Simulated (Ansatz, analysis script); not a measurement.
# Zigzag Ti chain, bond 2.823 Å: non-collinear orders, part 2 of 2

Aim: rank collinear and non-collinear patterns of moments in one cell of a zigzag Ti chain, bond 2.823 Å.

Ansatz 0.2.0; PBE, PAW set soft_2.

So far, largest spin moment in the atom's sphere (μB): step 3 (start: ferro) 1.57.

## (4) Start: collinear +-+-

Level of this step: Ansatz DFT on spinors from a typed pattern of moment directions (Ansatz).

A symmetric pattern; a run keeps it where it is stationary.

Input file input.yaml:

```yaml
crystal:
  lattice:
    - [12.0, 0.0, 0.0]
    - [0.0, 12.0, 0.0]
    - [0.0, 0.0, 6.7752]
  atoms:
    - { symbol: Ti, position: [0.4059, 0.5, 0.0], spin: 1.57, spin_axis: [0.0, 0.0, 1.0] }
    - { symbol: Ti, position: [0.4059, 0.5, 0.5], spin: 1.57, spin_axis: [0.0, 0.0, -1.0] }
    - { symbol: Ti, position: [0.5941, 0.5, 0.25], spin: 1.57, spin_axis: [0.0, 0.0, 1.0] }
    - { symbol: Ti, position: [0.5941, 0.5, 0.75], spin: 1.57, spin_axis: [0.0, 0.0, -1.0] }
kpoints:
  mp_grid: { grid: [1, 1, 3] }
hamiltonian:
  xc: pbe
scf:
  occupations: { method: fermi_dirac, width: 0.1 }
  max_iter: 120
  convergence: { dr2_threshold: 1.0e-08 }
basis:
  ecutwfc: 420.0
magnetization:
  noncollinear: true
output:
  write_density: true
  write_potential: true
  elf: true
  volumetric_format: npy
```

Run with:

```console
ansatz run input.yaml --threads 2 --pin off --max-ram 4096MiB --backend cpu --events-out ev --progress --plain --runs-dir out
```

Numbers of over 12 decimals in the logs are rounded to 6 here.

What it wrote:

```text
[...]
Crystal: 4 atoms, lattice volume = 975.629 Å³
Basis set: ecut = 420 eV, 19031 PW (Γ)
Bands: 33, of which v1, the nominal top of the filled ones, is band 24 counted from 1 (23 counted from 0)
Symmetry: 4 space group operations
[...]
k-points: 2 of 3
[...]
Starting moments: Σ|m| = 6.28 μB on 4 of 4 sites
[...]
Internal energy: -9986.198806 eV  (E = F + TS)
E sigma→0 (E₀):  -9986.424657 eV
Entropy (-TS):   -0.451702 eV (-112.926 meV/atom)
Fermi energy:    -1.943285 eV
[...]
--- Band table (eV) ---
  k-point 0: bands = [... 20 lower, -34.7054, -34.7054, -34.6861, -34.6861, -34.6625, -34.6625, -34.5096, -34.5096, ... 40 higher]
  k-point 1: bands = [... 20 lower, -34.7069, -34.7069, -34.6862, -34.6862, -34.6625, -34.6625, -34.5091, -34.5091, ... 40 higher]
[key lines of the parts left out:]
SCF converged after 6 iterations
Magnetization: |M| = 0.0000 μB,  M = (+0.0000, +0.0000, +0.0000) μB
Free energy (F): -9986.650508 eV
```

Wall time 27 s (2 threads of Intel Xeon Platinum 8488C (Sapphire Rapids), shared host); peak memory 1.9 GiB.

It ends antiferromagnetic; the largest site carries 1.38 μB.

Spin moment in the atom's sphere by atom:

| atom | x (μB) | y (μB) | z (μB) | size |
| --- | --- | --- | --- | --- |
| Ti1 | 0.00 | 0.00 | 1.38 | 1.38 |
| Ti2 | 0.00 | 0.00 | -1.38 | 1.38 |
| Ti3 | 0.00 | 0.00 | 1.38 | 1.38 |
| Ti4 | 0.00 | 0.00 | -1.38 | 1.38 |

For the largest spin moment in the atom's sphere, step 3 gave 1.57 μB; this run, with antiferromagnetic and other starting moments, gives 1.38 μB (-12 %).

## (5) Start: random 2

Random directions favour no pattern, so the moments can find one that was not thought of.

input.yaml, the sections that differ from step 4:

```yaml
crystal:
  lattice:
    - [12.0, 0.0, 0.0]
    - [0.0, 12.0, 0.0]
    - [0.0, 0.0, 6.7752]
  atoms:
    - { symbol: Ti, position: [0.4059, 0.5, 0.0], spin: 1.57, spin_axis: [0.609983, 0.55713, 0.563494] }
    - { symbol: Ti, position: [0.4059, 0.5, 0.5], spin: 1.57, spin_axis: [-0.942034, -0.134543, -0.30736] }
    - { symbol: Ti, position: [0.5941, 0.5, 0.25], spin: 1.57, spin_axis: [0.239253, -0.922601, -0.302597] }
    - { symbol: Ti, position: [0.5941, 0.5, 0.75], spin: 1.57, spin_axis: [0.833496, 0.214565, -0.509162] }
# kpoints, hamiltonian, scf, basis, magnetization: as in step 4
# output: removed
```

What it wrote:

```text
[...]
Crystal: 4 atoms, lattice volume = 975.629 Å³
Basis set: ecut = 420 eV, 19031 PW (Γ)
Bands: 58, of which v1, the nominal top of the filled ones, is band 48 counted from 1 (47 counted from 0)
Symmetry: 2 space group operations
[...]
k-points: 3
[...]
Starting moments: Σ|m| = 6.28 μB on 4 of 4 sites
[...]
Entropy (-TS):   -0.366671 eV (-91.668 meV/atom)
Fermi energy:    -1.964864 eV
[...]
--- Band table (eV) ---
  k-point 0: bands = [... 44 lower, -2.2535, -2.0922, -2.0285, -1.8677, -1.8348, -1.7792, -1.5586, -1.5584, ... 16 higher]
  k-point 1: bands = [... 44 lower, -2.2446, -2.1910, -2.1433, -2.1241, -1.9844, -1.8541, -1.6976, -1.6702, ... 16 higher]
  k-point 2: bands = [... 44 lower, -2.2446, -2.1910, -2.1433, -2.1241, -1.9844, -1.8541, -1.6976, -1.6702, ... 16 higher]
[key lines of the parts left out:]
SCF converged after 69 iterations
Magnetization: |M| = 2.6416 μB,  M = (+1.6528, -1.7977, +1.0072) μB
Free energy (F): -9986.692421 eV
```

Run time: 6.2 min. Hardware: 2 threads; peak memory 2.2 GiB; 12 min of CPU time.

It ends coplanar with net moment; the largest site carries 1.45 μB.

Spin moment in the atom's sphere by atom:

| atom | x (μB) | y (μB) | z (μB) | size |
| --- | --- | --- | --- | --- |
| Ti1 | 1.35 | -0.27 | 0.46 | 1.45 |
| Ti2 | -1.21 | -0.68 | -0.14 | 1.39 |
| Ti3 | 0.16 | -1.37 | 0.45 | 1.45 |
| Ti4 | 0.78 | 1.15 | -0.12 | 1.39 |

Between step 3 and this run (other starting moments) the value for the largest spin moment in the atom's sphere moves from 1.57 μB to 1.45 μB (-7 %).

## (6) Start: 90 degrees in a plane

input.yaml, the sections that differ from step 5:

```yaml
crystal:
  lattice:
    - [12.0, 0.0, 0.0]
    - [0.0, 12.0, 0.0]
    - [0.0, 0.0, 6.7752]
  atoms:
    - { symbol: Ti, position: [0.4059, 0.5, 0.0], spin: 1.57, spin_axis: [1.0, 0.0, 0.0] }
    - { symbol: Ti, position: [0.4059, 0.5, 0.5], spin: 1.57, spin_axis: [0.0, 1.0, 0.0] }
    - { symbol: Ti, position: [0.5941, 0.5, 0.25], spin: 1.57, spin_axis: [-1.0, 0.0, 0.0] }
    - { symbol: Ti, position: [0.5941, 0.5, 0.75], spin: 1.57, spin_axis: [0.0, -1.0, 0.0] }
# kpoints, hamiltonian, scf, basis, magnetization: as in step 5
```

What it wrote:

```text
[...]
Crystal: 4 atoms, lattice volume = 975.629 Å³
Basis set: ecut = 420 eV, 19031 PW (Γ)
Bands: 58, of which v1, the nominal top of the filled ones, is band 48 counted from 1 (47 counted from 0)
Symmetry: 8 space group operations + 8 with time reversal
[...]
k-points: 2 of 3
[...]
Starting moments: Σ|m| = 6.28 μB on 4 of 4 sites
[...]
site 1: m = (-0.9724, +0.9734, -0.0000) μB, |m| = 1.3759 μB  (R = 1.16 Å)
  site 2: m = (-0.9734, +0.9724, +0.0000) μB, |m| = 1.3759 μB  (R = 1.16 Å)
  site 3: m = (+0.9724, -0.9734, -0.0000) μB, |m| = 1.3759 μB  (R = 1.16 Å)
Free energy (F): -9986.650508 eV
[...]
Internal energy: -9986.198749 eV  (E = F + TS)
E sigma→0 (E₀):  -9986.424629 eV
Entropy (-TS):   -0.451759 eV (-112.940 meV/atom)
Fermi energy:    -1.943373 eV
[...]
[key lines of the parts left out:]
SCF converged after 34 iterations
Magnetization: |M| = 0.0000 μB,  M = (+0.0000, +0.0000, +0.0000) μB
```

Elapsed: 61 s, on 2 threads; peak memory 1.8 GiB; 2 min of CPU time.

It ends antiferromagnetic; the largest site carries 1.38 μB.

Spin moment in the atom's sphere by atom:

| atom | x (μB) | y (μB) | z (μB) | size |
| --- | --- | --- | --- | --- |
| Ti1 | 0.97 | -0.97 | 0.00 | 1.38 |
| Ti2 | -0.97 | 0.97 | 0.00 | 1.38 |
| Ti3 | -0.97 | 0.97 | 0.00 | 1.38 |
| Ti4 | 0.97 | -0.97 | 0.00 | 1.38 |

## (7) Start: random 1

input.yaml, the sections that differ from step 6:

```yaml
crystal:
  lattice:
    - [12.0, 0.0, 0.0]
    - [0.0, 12.0, 0.0]
    - [0.0, 0.0, 6.7752]
  atoms:
    - { symbol: Ti, position: [0.4059, 0.5, 0.0], spin: 1.57, spin_axis: [-0.796538, -0.545135, 0.261448] }
    - { symbol: Ti, position: [0.4059, 0.5, 0.5], spin: 1.57, spin_axis: [0.323338, -0.511892, 0.795877] }
    - { symbol: Ti, position: [0.5941, 0.5, 0.25], spin: 1.57, spin_axis: [0.534996, 0.639847, 0.551702] }
    - { symbol: Ti, position: [0.5941, 0.5, 0.75], spin: 1.57, spin_axis: [0.349721, -0.837849, -0.41917] }
# kpoints, hamiltonian, scf, basis, magnetization: as in step 6
```

What it wrote:

```text
[...]
Crystal: 4 atoms, lattice volume = 975.629 Å³
Basis set: ecut = 420 eV, 19031 PW (Γ)
Bands: 58, of which v1, the nominal top of the filled ones, is band 48 counted from 1 (47 counted from 0)
Symmetry: 2 space group operations
[...]
k-points: 3
[...]
Starting moments: Σ|m| = 6.28 μB on 4 of 4 sites
[...]
site 1: m = (+1.2270, -0.5040, +0.5875) μB, |m| = 1.4508 μB  (R = 1.16 Å)
  site 2: m = (+0.7083, +1.0495, +0.5816) μB, |m| = 1.3933 μB  (R = 1.16 Å)
  site 3: m = (+0.1448, -1.4325, -0.1787) μB, |m| = 1.4508 μB  (R = 1.16 Å)
Free energy (F): -9986.692421 eV
[...]
Internal energy: -9986.325812 eV  (E = F + TS)
E sigma→0 (E₀):  -9986.509116 eV
Entropy (-TS):   -0.366609 eV (-91.652 meV/atom)
Fermi energy:    -1.964846 eV
[...]
[key lines of the parts left out:]
SCF converged after 89 iterations
Magnetization: |M| = 2.6444 μB,  M = (+1.5071, -2.1264, +0.4476) μB
```

Elapsed: 3.1 min, on 2 threads; peak memory 2 GiB; 6.2 min of CPU time.

It ends coplanar with net moment; the largest site carries 1.45 μB.

Between step 3 and this run (other starting moments) the value for the largest spin moment in the atom's sphere moves from 1.57 μB to 1.45 μB (-7 %).

## (8) Start: tetrahedral

input.yaml, the sections that differ from step 7:

```yaml
crystal:
  lattice:
    - [12.0, 0.0, 0.0]
    - [0.0, 12.0, 0.0]
    - [0.0, 0.0, 6.7752]
  atoms:
    - { symbol: Ti, position: [0.4059, 0.5, 0.0], spin: 1.57, spin_axis: [0.57735, 0.57735, 0.57735] }
    - { symbol: Ti, position: [0.4059, 0.5, 0.5], spin: 1.57, spin_axis: [0.57735, -0.57735, -0.57735] }
    - { symbol: Ti, position: [0.5941, 0.5, 0.25], spin: 1.57, spin_axis: [-0.57735, 0.57735, -0.57735] }
    - { symbol: Ti, position: [0.5941, 0.5, 0.75], spin: 1.57, spin_axis: [-0.57735, -0.57735, 0.57735] }
# kpoints, hamiltonian, scf, basis, magnetization: as in step 7
```

What it wrote:

```text
[...]
Crystal: 4 atoms, lattice volume = 975.629 Å³
Basis set: ecut = 420 eV, 19031 PW (Γ)
Bands: 58, of which v1, the nominal top of the filled ones, is band 48 counted from 1 (47 counted from 0)
Symmetry: 8 space group operations + 8 with time reversal
[...]
k-points: 2 of 3
[...]
Starting moments: Σ|m| = 6.28 μB on 4 of 4 sites
[...]
site 1: m = (+0.0001, -1.0051, -1.0051) μB, |m| = 1.4214 μB  (R = 1.16 Å)
  site 2: m = (-0.0001, +1.0051, -1.0051) μB, |m| = 1.4214 μB  (R = 1.16 Å)
  site 3: m = (-0.0001, -1.0051, +1.0051) μB, |m| = 1.4214 μB  (R = 1.16 Å)
Free energy (F): -9986.685298 eV
[...]
Internal energy: -9986.265852 eV  (E = F + TS)
E sigma→0 (E₀):  -9986.475575 eV
Entropy (-TS):   -0.419446 eV (-104.862 meV/atom)
Fermi energy:    -1.977706 eV
[...]
[key lines of the parts left out:]
SCF converged after 25 iterations
Magnetization: |M| = 0.0000 μB,  M = (+0.0000, -0.0000, -0.0000) μB
```

The job ended after 50 s (2 threads; peak memory 1.8 GiB).

It ends coplanar compensated; the largest site carries 1.42 μB.

Between step 3 and this run (coplanar compensated and other starting moments) the value for the largest spin moment in the atom's sphere moves from 1.57 μB to 1.42 μB (-9 %).

## (9) Start: collinear ++--

input.yaml, the sections that differ from step 8:

```yaml
crystal:
  lattice:
    - [12.0, 0.0, 0.0]
    - [0.0, 12.0, 0.0]
    - [0.0, 0.0, 6.7752]
  atoms:
    - { symbol: Ti, position: [0.4059, 0.5, 0.0], spin: 1.57, spin_axis: [0.0, 0.0, 1.0] }
    - { symbol: Ti, position: [0.4059, 0.5, 0.5], spin: 1.57, spin_axis: [0.0, 0.0, 1.0] }
    - { symbol: Ti, position: [0.5941, 0.5, 0.25], spin: 1.57, spin_axis: [0.0, 0.0, -1.0] }
    - { symbol: Ti, position: [0.5941, 0.5, 0.75], spin: 1.57, spin_axis: [0.0, 0.0, -1.0] }
# kpoints, hamiltonian, scf, basis, magnetization: as in step 8
```

What it wrote:

```text
[...]
Crystal: 4 atoms, lattice volume = 975.629 Å³
Basis set: ecut = 420 eV, 19031 PW (Γ)
Bands: 33, of which v1, the nominal top of the filled ones, is band 24 counted from 1 (23 counted from 0)
Symmetry: 8 space group operations
[...]
k-points: 2 of 3
[...]
Starting moments: Σ|m| = 6.28 μB on 4 of 4 sites
[...]
Internal energy: -9986.070358 eV  (E = F + TS)
E sigma→0 (E₀):  -9986.297434 eV
Entropy (-TS):   -0.454151 eV (-113.538 meV/atom)
Fermi energy:    -1.975311 eV
[...]
--- Band table (eV) ---
  k-point 0: bands = [... 20 lower, -34.8946, -34.8946, -34.8881, -34.8881, -34.6888, -34.6888, -34.6209, -34.6209, ... 30 higher]
  k-point 1: bands = [... 20 lower, -34.8929, -34.8929, -34.8897, -34.8897, -34.6721, -34.6721, -34.6382, -34.6382, ... 30 higher]
[key lines of the parts left out:]
SCF converged after 8 iterations
Magnetization: |M| = 0.0000 μB,  M = (-0.0000, +0.0000, -0.0000) μB
Free energy (F): -9986.524510 eV
```

Wall time 29 s (2 threads); peak memory 1.6 GiB; 55 s of CPU time.

It ends antiferromagnetic; the largest site carries 1.17 μB.

For the largest spin moment in the atom's sphere, step 4 gave 1.38 μB; this run, with other starting moments, gives 1.17 μB (-15 %).

## (10) A run with settings changed

A test of how the program answers to a changed input.

Edit input.yaml of step 9 so:

```diff
@@ -10,2 +10,3 @@
     - { symbol: Ti, position: [0.5941, 0.5, 0.75], spin: 1.57, spin_axis: [0.0, 0.0, -1.0] }
+  symmetry: { detect: false }
 kpoints:
```

Run with:

```console
ansatz run input.yaml --threads 4 --pin off --max-ram 8192MiB --backend cpu --events-out ev --progress --plain --runs-dir out
```

What it wrote:

```text
[...]
Crystal: 4 atoms, lattice volume = 975.629 Å³
Basis set: ecut = 420 eV, 19031 PW (Γ)
Bands: 33, of which v1, the nominal top of the filled ones, is band 24 counted from 1 (23 counted from 0)
Symmetry: 1 space group operations
k-points: 2 of 3 (time reversal used)
[...]
Starting moments: Σ|m| = 6.28 μB on 4 of 4 sites
[...]
SCF iter   1: F=—  HF=-9988.365578 eV  |F-HF|=—  |Δ(HF+E_count)|=         —  Δρ=1.31e-2 (↑1.31e-2 ↓1.31e-2)  dr2=1.48e1  dr2_m=6.73e-1  M=0.000 μB ∫|m|=4.014 μB  β_m=0.30  ethr=3.10e-3  ⟨swp⟩=1.0  Hψ=812  notcnv=0
[...]
SCF iter  13: F=-9986.524546 eV  HF=-9986.524546 eV  |F-HF|=6.95e-9  |Δ(HF+E_count)|=   1.15e-8  Δρ=4.90e-7 (↑4.90e-7 ↓3.30e-7)  dr2=9.78e-9  dr2_m=4.57e-10  M=-0.000 μB ∫|m|=6.256 μB  ethr=2.08e-11  ⟨swp⟩=2.8  Hψ=267  notcnv=0
SCF 1 converged in 13 iterations: F = -9986.524546 eV  dr2 = 9.78e-9
[...]
Bands: 58, of which v1, the nominal top of the filled ones, is band 48 counted from 1 (47 counted from 0)
k-points: 3
[...]
eigensolver tolerance schedule calibrated: the retry pair's looser diagonalisation under-reported the residual by θ = 0.90 (0.59/decade); ethr = c·dr2/N_el runs at the constant in force after the calibration composes with the one it found (an armed cap, an earlier calibration), c = 2.9e-3
[...]
SCF 2 converged in 23 iterations: F = -9986.524510 eV  dr2 = 8.69e-9
SCF converged after 23 iterations
[...]
Magnetization: |M| = 0.0000 μB,  M = (+0.0000, +0.0000, +0.0000) μB
Absolute magnetization: 6.2564 μB (∫|m|, with the PAW one-centre terms)
  site 0: m = (-0.0000, +0.0000, +1.1714) μB, |m| = 1.1714 μB  (R = 1.16 Å)
  site 1: m = (-0.0000, -0.0000, +1.1714) μB, |m| = 1.1714 μB  (R = 1.16 Å)
  site 2: m = (+0.0000, -0.0000, -1.1714) μB, |m| = 1.1714 μB  (R = 1.16 Å)
  site 3: m = (+0.0000, +0.0000, -1.1714) μB, |m| = 1.1714 μB  (R = 1.16 Å)
Free energy (F): -9986.524510 eV
[...]
Internal energy: -9986.070365 eV  (E = F + TS)
E sigma→0 (E₀):  -9986.297437 eV
Entropy (-TS):   -0.454145 eV (-113.536 meV/atom)
Fermi energy:    -1.975329 eV
[...]
--- Band table (eV) ---
  k-point 0: bands = [... 20 lower, -34.8946, -34.8946, -34.8881, -34.8881, -34.6888, -34.6888, -34.6209, -34.6209, ... 30 higher]
  k-point 1: bands = [... 20 lower, -34.8930, -34.8930, -34.8897, -34.8897, -34.6721, -34.6721, -34.6382, -34.6382, ... 30 higher]
  k-point 2: bands = [... 20 lower, -34.8930, -34.8930, -34.8897, -34.8897, -34.6721, -34.6721, -34.6382, -34.6382, ... 30 higher]
```

The job ended after 41 s (4 threads; peak memory 2.1 GiB).

Against the run that it repeats: crystal.symmetry to {"detect": false}.

The net spin moment of the cell is 0 μB, against 0 μB in the run that it repeats (step 9), and the free energy stays within 0.001 meV an atom.

## (11) Ranking

The last two columns average e·e over the pairs of the two nearest shells of magnetic atoms: 1 is parallel, −1 opposed.

The states reached:

| start | final state | energy (meV/magnetic atom) | net moment (μB/cell) | mean moment (μB) | least moment (μB) | typed angles to the first (deg) | final angles to the first (deg) | triple product of the first three | mean cosine, nearest magnetic neighbours | second shell |
| --- | --- | --- | --- | --- | --- | --- | --- | --- | --- | --- |
| ferro | ferromagnetic | 11.97 | 9.268 | 1.566 | 1.566 | 0 0 0 | 0 0 0 | 0 | 1 | 1 |
| collinear +-+- | antiferromagnetic | 10.48 | 0 | 1.376 | 1.376 | 180 0 180 | 180 0 180 | 0 | 0 | -1 |
| random 2 | coplanar with net moment | 0 | 2.642 | 1.422 | 1.393 | 145 123 70 | 138 68 70 | 0 | 0.04 | -0.74 |
| 90 degrees in a plane | antiferromagnetic | 10.48 | 0 | 1.376 | 1.376 | 90 180 90 | 180 180 0 | 0 | 0 | -1 |
| random 1 | coplanar with net moment | 0 | 2.644 | 1.422 | 1.393 | 77 129 86 | 138 152 70 | -7.00e-4 | 0.04 | -0.74 |
| tetrahedral | coplanar compensated | 1.781 | 0 | 1.421 | 1.421 | 109 109 109 | 180 90 90 | 2.00e-4 | 0 | -1 |
| collinear ++-- | antiferromagnetic | 41.98 | 0 | 1.171 | 1.171 | 0 180 180 | 0 180 180 | 0 | -1 | 1 |

## (12) Results

```
lowest state found                                    : coplanar with net moment
mean cosine between nearest magnetic neighbours there : 0.04
net moment of the lowest state                        : 2.64 μB a cell
mean moment in the lowest state                       : 1.42 μB
```

What this shows: The lowest state found is coplanar with net moment, reached from the start «random 2», 1.78 meV a magnetic atom under the next one (coplanar compensated). The lowest collinear state among those run (antiferromagnetic) lies 10.5 meV a magnetic atom above a non-collinear one. 2 of the 7 converged starts end within 0.1 meV of the lowest. 4 starts left the typed angles, so their energies belong to the state reached. Without spin–orbit coupling only the angles between moments count. Only the listed patterns were tried. The 7 spinor runs took 13 min of wall time, added up. The mesh is coarse for a state with partly filled levels, so small values and close rankings are not settled. Energies are free energies at a smearing of 0.1 eV, and with partly filled levels differences shift, at times strongly, as the smearing goes to zero. The cell was taken as built, with atoms unrelaxed.

[Logs and program files are shortened in this print: banners, set-up blocks, solver, clock and traceback lines can be left out without a mark of their own.]

[Logs are printed without paths, hosts, clocks, repeated set-up lines and the standing remarks that a program may print on its own settings, such as how far it seeks lower states.]

[Hosts, paths, dates, database ids (printed as entryN), source tags and the programs' standing remarks are cut or masked in the printed files.]
